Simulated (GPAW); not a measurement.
# Magnetic state of FeSb from several starts, part 2 of 2

A self-consistent run ends on one state, which hangs on the start. Several orders of FeSb are started in GPAW and their energies compared.

GPAW 26.7.0; LDA; plane waves with GPAW's PAW setups, scalar-relativistic.

So far, largest moment (μB): step 2 (order 1, typed as ferro ++) 1.45; step 3 (start 2: antiferro q=(0,1/2,1/2) +-+-) 1.52.

The database entry behind the starting cell differs from later determinations by our own check (0.1 to 0.3 % short, probably kX units), so it need not match the best structure at ambient conditions.

## 4. Start 3: antiferro +-

Another pattern of signs weighs the neighbour shells otherwise.

Input file order3.py:

```python
import json
import numpy as np
from ase import Atoms
from ase.parallel import paropen, parprint
from gpaw import GPAW

atoms = Atoms(['Fe', 'Fe', 'Sb', 'Sb'],
    cell=[[4.06, 0.0, 0.0],
         [-2.03, 3.51606314, 0.0],
         [0.0, 0.0, 5.13]],
    scaled_positions=[[0.0, 0.0, 0.0],
         [0.0, 0.0, 0.5],
         [0.33333333, 0.66666667, 0.25],
         [0.66666667, 0.33333333, 0.75]],
    pbc=True,
    magmoms=[2.8, -2.8, 0.0, 0.0])
atoms.calc = GPAW(mode={'name': 'pw', 'ecut': 550},
    xc='LDA',
    kpts={'size': (8, 8, 8), 'gamma': True},
    occupations={'name': 'fermi-dirac', 'width': 0.1},
    convergence={'density': 1e-05, 'energy': 1e-05},
    maxiter=200,
    symmetry={'tolerance': 1e-4},
    txt='order3.txt')
e = atoms.get_potential_energy(force_consistent=True)
res = {'free_energy': e, 'energy_sigma0': atoms.get_potential_energy(), 'fermi_energy': atoms.calc.get_fermi_level()}
res['moments'] = atoms.get_magnetic_moments().tolist()
res['total'] = atoms.get_magnetic_moment()
parprint('site moments (muB):', np.round(res['moments'], 3))
parprint(f"total moment: {res['total']:.3f} muB")
parprint(f'free energy: {e:.6f} eV')
atoms.calc.write('order3.gpw')
with paropen('results.json', 'w') as f:
    json.dump(res, f)
```

The run is started by

```
OMP_NUM_THREADS=1 mpirun -n 8 gpaw python order3.py > order3.log
```

What it wrote:

```text
site moments (muB): [-0.007  0.008 -0.    -0.   ]
total moment: 0.000 muB
free energy: -30.323520 eV

--- order3.txt ---
Input parameters:
  mode=PW(ecut=550),
  convergence={'density': 1e-05, 'energy': 1e-05},
  kpts=MonkhorstPack(size=(8, 8, 8), gamma=True),
  maxiter=200,
  occupations=Occupations(name='fermi-dirac', width=0.1),
  symmetry=Symmetry(tolerance=0.0001),
  xc=XC(name='LDA')

[...]
|         15 |         6.224 |     1.000 |         6.224 |     1.000 |
[...]
|         25 |        11.724 |     0.000 |        11.724 |     0.000 |
|         26 |        11.901 |     0.000 |        11.901 |     0.000 |
|         27 |        11.901 |     0.000 |        11.901 |     0.000 |
|        ... |               |           |               |           |
|         31 |        15.159 |     0.000 |        15.159 |     0.000 |

No gap
No difference between direct/indirect transitions

[key lines of the parts left out:]
Free energy:     -30.323520
Converged in 49 steps
dipole moment: (-9.917972, -17.178432, -12.531849)  # |e|*Ang
Fermi level: 8.563
```

Elapsed: 91 s, on 8 MPI ranks of Arm Neoverse V2, shared host; peak memory 1.7 GiB; 12 min of CPU time.

Spin moment in the augmentation sphere by atom:

```tsv
atom	spin moment in the augmentation sphere (μB)
Fe1	-0.0074
Fe2	0.0075
Sb3	0.0000
Sb4	0.0000
```

This step gave:

| Property | Result |
| --- | --- |
| final state | non-magnetic |

It lies 104 meV a seeded atom over the first start.

## 5. Start 4: no spin polarisation

This run holds no moments, which gives a state to set the others against.

Input file nospin.py:

```python
import json
import numpy as np
from ase import Atoms
from ase.parallel import paropen, parprint
from gpaw import GPAW

atoms = Atoms(['Fe', 'Fe', 'Sb', 'Sb'],
    cell=[[4.06, 0.0, 0.0],
         [-2.03, 3.51606314, 0.0],
         [0.0, 0.0, 5.13]],
    scaled_positions=[[0.0, 0.0, 0.0],
         [0.0, 0.0, 0.5],
         [0.33333333, 0.66666667, 0.25],
         [0.66666667, 0.33333333, 0.75]],
    pbc=True)
atoms.calc = GPAW(mode={'name': 'pw', 'ecut': 550},
    xc='LDA',
    kpts={'size': (8, 8, 8), 'gamma': True},
    occupations={'name': 'fermi-dirac', 'width': 0.1},
    convergence={'density': 1e-05, 'energy': 1e-05},
    maxiter=200,
    symmetry={'tolerance': 1e-4},
    txt='nospin.txt')
e = atoms.get_potential_energy(force_consistent=True)
res = {'free_energy': e, 'energy_sigma0': atoms.get_potential_energy(), 'fermi_energy': atoms.calc.get_fermi_level()}
parprint(f'free energy: {e:.6f} eV')
atoms.calc.write('nospin.gpw')
with paropen('results.json', 'w') as f:
    json.dump(res, f)
```

The run is started by

```
OMP_NUM_THREADS=1 mpirun -n 8 gpaw python nospin.py > nospin.log
```

What it wrote:

```text
free energy: -30.323520 eV

--- nospin.txt ---
Input parameters:
  mode=PW(ecut=550),
  convergence={'density': 1e-05, 'energy': 1e-05},
  kpts=MonkhorstPack(size=(8, 8, 8), gamma=True),
  maxiter=200,
  occupations=Occupations(name='fermi-dirac', width=0.1),
  symmetry=Symmetry(tolerance=0.0001),
  xc=XC(name='LDA')

Diagonalizing LCAO Hamiltonian
Converting LCAO to pw mode

             Sb

       FeSb

       Fe

[...]
|        ... |               |           |
|         12 |         3.198 |     2.000 |
|         13 |         5.269 |     2.000 |
|         14 |         5.269 |     2.000 |
|         15 |         6.224 |     2.000 |
[...]
|         25 |        11.724 |     0.000 |
|         26 |        11.901 |     0.000 |
|         27 |        11.901 |     0.000 |
|        ... |               |           |
|         31 |        15.159 |     0.000 |

No gap
No difference between direct/indirect transitions

[key lines of the parts left out:]
Free energy:     -30.323520
Converged in 14 steps
dipole moment: (-9.917989, -17.178461, -12.531869)  # |e|*Ang
Fermi level: 8.563
```

It took 16 s on 8 MPI ranks; peak memory 1.5 GiB.

Numbers from this step:

* final state: non-magnetic (no spin polarisation)

It lies 104 meV a seeded atom over the first start.

## 6. Energies of the orders

These are free energies at a smearing of 0.1 eV, so its entropy term is in the differences. They are divided by the number of seeded atoms, so that cells of unlike size compare. Wavevectors q in the names are fractions of the reciprocal vectors of the first run's cell.

Orders:

```tsv
start	final state	typed order kept	energy over the lowest (meV a seeded atom)	largest site moment (μB)	net moment (μB a primitive cell)	mesh matched	CPU time (s)
ferro ++	ferromagnetic	yes	0	1.45	2.799	yes	298.8
antiferro q=(0,1/2,1/2) +-+-	antiferromagnetic	yes	31.53	1.52	0	yes	3924
antiferro +-	non-magnetic	no	104	0.007517	1.22e-4	yes	728.7
no spin polarisation	non-magnetic	-	104	0	0	yes	128.6
```

## 7. Outcome

| Item | Value |
| --- | --- |
| lowest state found | ferromagnetic (typed ferro ++) |
| largest site moment | 1.45 μB |
| next state | antiferromagnetic, 31.5 meV a seeded atom higher |
| energy gained by spin polarisation | 104 meV a seeded atom |

In words: The lowest state found is ferromagnetic, reached from the start ferro ++, with moments up to 1.45 μB. The next state costs 32 meV a seeded atom. 1 start left the typed pattern (a sign turned or a seeded moment died), so such an energy belongs to the state reached, not the one typed. This is the lowest of 4 finished starts, no proof of the ground state.

[Logs and program files are shortened in this print: banners, set-up blocks, solver, clock and traceback lines can be left out without a mark of their own.]

[Logs are printed without paths, hosts, clocks, repeated set-up lines and the standing remarks that a program may print on its own settings, such as how far it seeks lower states.]

[Hosts, paths, dates, database ids (printed as entryN), source tags and the programs' standing remarks are cut or masked in the printed files.]

[Where a cell is said to come from a database of computed structures, the database is the Materials Project.]
